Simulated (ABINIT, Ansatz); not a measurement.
## InH3 (Pm-3m): zone-centre phonons

Which modes does InH3 (Pm-3m) have at the zone centre?

Calculated with ABINIT 10.8.3; DFT LDA, scalar-relativistic, plane waves, HGH norm-conserving pseudopotentials.

The structure was built from a prototype and need not be the compound's stable phase.

## (1) The starting structure

The structure is cubic, space group Pm-3m (No. 221). The conventional cell has a = 3.789 Å, b = 3.789 Å, c = 3.789 Å, α = 90.00°, β = 90.00°, γ = 90.00°. In has 6 H at 1.89 Å nearest. H has 2 In at 1.89 Å nearest. Farther neighbours are not listed.

Coordinates:

```cif
data_structure
_symmetry_space_group_name_H-M 'Pm-3m'
_symmetry_Int_Tables_number 221
_cell_length_a 3.7886
_cell_length_b 3.7886
_cell_length_c 3.7886
_cell_angle_alpha 90.000
_cell_angle_beta 90.000
_cell_angle_gamma 90.000
_cell_volume 54.38
loop_
_atom_site_label
_atom_site_type_symbol
_atom_site_symmetry_multiplicity
_atom_site_Wyckoff_symbol
_atom_site_fract_x
_atom_site_fract_y
_atom_site_fract_z
_atom_site_occupancy
In1 In 1 a 0.00000 0.00000 0.00000 1
H1 H 3 d 0.50000 0.00000 0.00000 1
```

## (2) Relaxation

The harmonic expansion needs vanishing forces, and a free crystal bears no stress, so cell and atoms are brought to rest. Stress is more sensitive to the basis than forces are: the last 3 Ha under the cutoff are smoothed with ecutsm, and the cutoff is raised above that of the later runs.

The starting cell comes from a relaxation made beforehand in Ansatz (LDA, PseudoDojo NC).

relax.abi reads:

```
# relaxation
ionmov 2
optcell 2
dilatmx 1.08
ntime 40
tolmxf 1.0d-05
tolvrs 1.0d-14
prtwf 0
prtden 0
chksymtnons 0

# basis, mesh and filling
ecut 43.0
ecutsm 3.0
ixc 7
ngkpt 8 8 8
nshiftk 1
shiftk 0.0 0.0 0.0
istwfk *1
occopt 3
tsmear 0.01
nband 8
nstep 100
diemac 1000000.0
prtebands 0
prtgsr 0

# cell and atoms
acell 3*1.0 Angstrom
rprim 
    3.788574981 0.0 0.0
    0.0 3.788574981 0.0
    0.0 0.0 3.788574981
ntypat 2
znucl 49 1
natom 4
typat 1 2 2 2
xred 
    0.0 0.0 0.0
    0.5 0.0 0.0
    0.0 0.5 0.0
    0.0 0.0 0.5
pp_dirpath "./pseudo"
pseudos "In.hgh, H.hgh"
```

Run with:

```bash
$ OMP_NUM_THREADS=1 mpirun -n 2 abinit relax.abi > relax.log
```

Numbers of over 12 decimals in the logs are rounded to 6 here.

relax.abo, the main output file:

```text
[banners, grids, parts of the stress and lines that vanish by symmetry left out]
- input  file    -> relax.abi
- output file    -> relax.abo
- root for input  files -> relaxi
[...]
Symmetries : space group Pm -3 m (#221); Bravais cP (primitive cubic)
[...]
mpw =        6248          nfft =      110592          nkpt =          35
[...]
== DATASET  1 ==================================================================
[...]
cutoff_energies: {ecut:  43.0, pawecutdg:  -1.0, }
[...]
Exchange-correlation functional for the present dataset will be:
  LDA: Perdew-Wang 92 LSD fit to Ceperley-Alder data - ixc=7
[...]
ETOT  1  -3.723722    -3.724E+00 2.027E-02 8.862E+01
 ETOT  2  -3.738442    -1.472E-02 1.406E-04 1.292E+01
 ETOT  3  -3.738817    -3.756E-04 4.938E-04 1.220E+00
 ETOT  4  -3.738853    -3.550E-05 8.527E-06 7.116E-02
 ETOT  5  -3.738854    -1.191E-06 2.745E-06 1.753E-03
[...]
At SCF step   10       vres2   =  7.16E-15 < tolvrs=  1.00E-14 =>converged.
[...]
sigma(1 1)=  8.88972103E-05  sigma(3 2)=  0.00000000E+00
  sigma(2 2)=  8.88972103E-05  sigma(3 1)=  0.00000000E+00
  sigma(3 3)=  8.88972103E-05  sigma(2 1)=  0.00000000E+00
[...]
convergence: {deltae: -2.838E-13, res2:  7.160E-15, residm:  5.514E-07, diffor: null, }
etotal    :  -3.73885412E+00
[...]
ETOT  1  -3.739086    -3.739E+00 2.881E+01 1.773E-01
[...]
At SCF step    9       vres2   =  1.38E-16 < tolvrs=  1.00E-14 =>converged.
[...]
sigma(1 1)=  7.84542830E-05  sigma(3 2)=  0.00000000E+00
  sigma(2 2)=  7.84542830E-05  sigma(3 1)=  0.00000000E+00
  sigma(3 3)=  7.84542830E-05  sigma(2 1)=  0.00000000E+00
[...]
convergence: {deltae: -2.056E-13, res2:  1.380E-16, residm:  1.465E-09, diffor: null, }
etotal    :  -3.73909924E+00
[...]
ETOT  1  -3.739221    -3.739E+00 1.080E+01 8.698E+00
[...]
At SCF step   10       vres2   =  1.02E-16 < tolvrs=  1.00E-14 =>converged.
[...]
sigma(1 1)= -6.02607280E-06  sigma(3 2)=  0.00000000E+00
  sigma(2 2)= -6.02607280E-06  sigma(3 1)=  0.00000000E+00
  sigma(3 3)= -6.02607280E-06  sigma(2 1)=  0.00000000E+00
[...]
convergence: {deltae: -1.292E-13, res2:  1.025E-16, residm:  6.380E-08, diffor: null, }
etotal    :  -3.73986802E+00
[...]
ETOT  1  -3.739869    -3.740E+00 2.472E-08 4.244E-02
[...]
At SCF step    8       vres2   =  4.79E-15 < tolvrs=  1.00E-14 =>converged.
[...]
sigma(1 1)=  3.41463021E-07  sigma(3 2)=  0.00000000E+00
  sigma(2 2)=  3.41463021E-07  sigma(3 1)=  0.00000000E+00
  sigma(3 3)=  3.41463021E-07  sigma(2 1)=  0.00000000E+00
[...]
convergence: {deltae:  2.665E-14, res2:  4.792E-15, residm:  1.789E-09, diffor: null, }
etotal    :  -3.73987182E+00
[...]
ETOT  1  -3.739872    -3.740E+00 1.607E-06 1.224E-04
[...]
ETOT  6  -3.739872    -1.359E-13 1.221E-10 4.210E-13
 ETOT  7  -3.739872     1.337E-13 2.981E-11 3.047E-15
 At SCF step    7       vres2   =  3.05E-15 < tolvrs=  1.00E-14 =>converged.
[...]
sigma(1 1)=  1.24775046E-09  sigma(3 2)=  0.00000000E+00
  sigma(2 2)=  1.24775046E-09  sigma(3 1)=  0.00000000E+00
  sigma(3 3)=  1.24775046E-09  sigma(2 1)=  0.00000000E+00
[...]
convergence: {deltae:  1.337E-13, res2:  3.047E-15, residm:  2.981E-11, diffor: null, }
etotal    :  -3.73987183E+00
[...]
At Broyd/MD step   5, gradients are converged :
[...]
sigma(1 1)=  1.24775046E-09  sigma(3 2)=  0.00000000E+00
  sigma(2 2)=  1.24775046E-09  sigma(3 1)=  0.00000000E+00
  sigma(3 3)=  1.24775046E-09  sigma(2 1)=  0.00000000E+00
[...]
- sigma(1 1)=  3.67100859E-05  sigma(3 2)=  0.00000000E+00
- sigma(2 2)=  3.67100859E-05  sigma(3 1)=  0.00000000E+00
- sigma(3 3)=  3.67100859E-05  sigma(2 1)=  0.00000000E+00
[...]
fcart     -0.0000000000E+00 -0.0000000000E+00 -0.0000000000E+00
           strten      1.2477504569E-09  1.2477504583E-09  1.2477504582E-09
================================================================================

[key lines of the parts left out:]
pressure_GPa:  -3.6710E-05
Total energy (etotal) [Ha]= -3.73987182760687E+00
```

Elapsed: 2.3 min, on 2 MPI ranks of Arm Neoverse N1, shared host; 4.6 min of CPU time.

The steps of the relaxation:

```tsv
step	energy less that of the first step (eV)	largest force (eV/Å)	volume (Å³)
1	0.0000	0.0000	54.38
2	-0.0067	0.0000	53.94
3	-0.0276	0.0000	50.96
4	-0.0277	0.0000	51.16
5	-0.0277	0.0000	51.15
```

```tsv
conventional cell, symmetrised	before	after	change
a (Å)	3.789	3.712	-2.0 %
b (Å)	3.789	3.712	-2.0 %
c (Å)	3.789	3.712	-2.0 %
volume (Å³/atom)	13.59	12.79	-5.9 %
```

Numbers from this step:

| Quantity | Value |
| --- | --- |
| volume per atom | 12.79 Å³ |
| pressure | -3.67e-5 GPa |
| gap on the k-mesh | 0 eV |

The volume changes by -5.9 % from the cell with which this run began.

## (3) Self-consistent run for the response

The response is built on these wavefunctions, so the potential is converged far more tightly than an energy would need. Occupations are smeared.

gs.abi reads:

```
# ground state
tolvrs 1.0d-16
prtden 1
prtwf 1

# basis, mesh and filling
ecut 35.0
ixc 7
ngkpt 8 8 8
nshiftk 1
shiftk 0.0 0.0 0.0
istwfk *1
occopt 3
tsmear 0.01
nband 8
nstep 100
diemac 1000000.0
prtebands 0
prtgsr 0

# cell and atoms
acell 3*1.0 Angstrom
rprim 
    3.711976313 0.0 0.0
    0.0 3.711976313 0.0
    0.0 0.0 3.711976313
ntypat 2
znucl 49 1
natom 4
typat 1 2 2 2
xred 
    0.0 0.0 0.0
    0.5 0.0 0.0
    0.0 0.5 0.0
    0.0 0.0 0.5
pp_dirpath "./pseudo"
pseudos "In.hgh, H.hgh"
```

Run with:

```bash
$ OMP_NUM_THREADS=1 mpirun -n 2 abinit gs.abi > gs.log
```

gs.abo, the main output file:

```text
[banners, grids, parts of the stress and lines that vanish by symmetry left out]
- input  file    -> gs.abi
- output file    -> gs.abo
- root for input  files -> gsi
[...]
Symmetries : space group Pm -3 m (#221); Bravais cP (primitive cubic)
[...]
mpw =        3448          nfft =       64000          nkpt =          35
[...]
== DATASET  1 ==================================================================
[...]
cutoff_energies: {ecut:  35.0, pawecutdg:  -1.0, }
[...]
Exchange-correlation functional for the present dataset will be:
  LDA: Perdew-Wang 92 LSD fit to Ceperley-Alder data - ixc=7
[...]
ETOT  1  -3.724131    -3.724E+00 2.779E-02 5.654E+01
 ETOT  2  -3.737808    -1.368E-02 2.273E-04 7.736E+00
 ETOT  3  -3.738173    -3.647E-04 7.023E-05 7.470E-01
 ETOT  4  -3.738209    -3.580E-05 2.434E-05 3.380E-02
 ETOT  5  -3.738210    -8.964E-07 1.087E-05 7.898E-04
[...]
ETOT 10  -3.738210     1.159E-13 3.797E-06 8.873E-16
 ETOT 11  -3.738210    -4.530E-14 7.675E-06 1.576E-17
 At SCF step   11       vres2   =  1.58E-17 < tolvrs=  1.00E-16 =>converged.
[...]
sigma(1 1)=  1.96764299E-05  sigma(3 2)=  0.00000000E+00
  sigma(2 2)=  1.96764299E-05  sigma(3 1)=  0.00000000E+00
  sigma(3 3)=  1.96764299E-05  sigma(2 1)=  0.00000000E+00
[...]
convergence: {deltae: -4.530E-14, res2:  1.576E-17, residm:  7.675E-06, diffor: null, }
etotal    :  -3.73820955E+00
[...]
sigma(1 1)=  1.96764299E-05  sigma(3 2)=  0.00000000E+00
  sigma(2 2)=  1.96764299E-05  sigma(3 1)=  0.00000000E+00
  sigma(3 3)=  1.96764299E-05  sigma(2 1)=  0.00000000E+00
[...]
- sigma(1 1)=  5.78900555E-01  sigma(3 2)=  0.00000000E+00
- sigma(2 2)=  5.78900555E-01  sigma(3 1)=  0.00000000E+00
- sigma(3 3)=  5.78900555E-01  sigma(2 1)=  0.00000000E+00
[...]
fcart     -0.0000000000E+00 -0.0000000000E+00 -0.0000000000E+00
           strten      1.9676429936E-05  1.9676429936E-05  1.9676429936E-05
================================================================================

[key lines of the parts left out:]
pressure_GPa:  -5.7890E-01
```

Run time: 23 s. Hardware: 2 MPI ranks; 46 s of CPU time.

Read from the output:

```
pressure : -0.5789 GPa
```

The cell stands at -0.58 GPa: the relaxation ran with a smoothed and higher cutoff, and the difference is a stress of the finite basis.

(Continued in part 2 of 3.)

[Host names and launcher messages were left out of these logs when they were recorded.]

[Logs are printed without paths, hosts, clocks, repeated set-up lines and the standing remarks that a program may print on its own settings, such as how far it seeks lower states.]

[Hosts, paths, dates, database ids (printed as entryN), source tags and the programs' standing remarks are cut or masked in the printed files.]
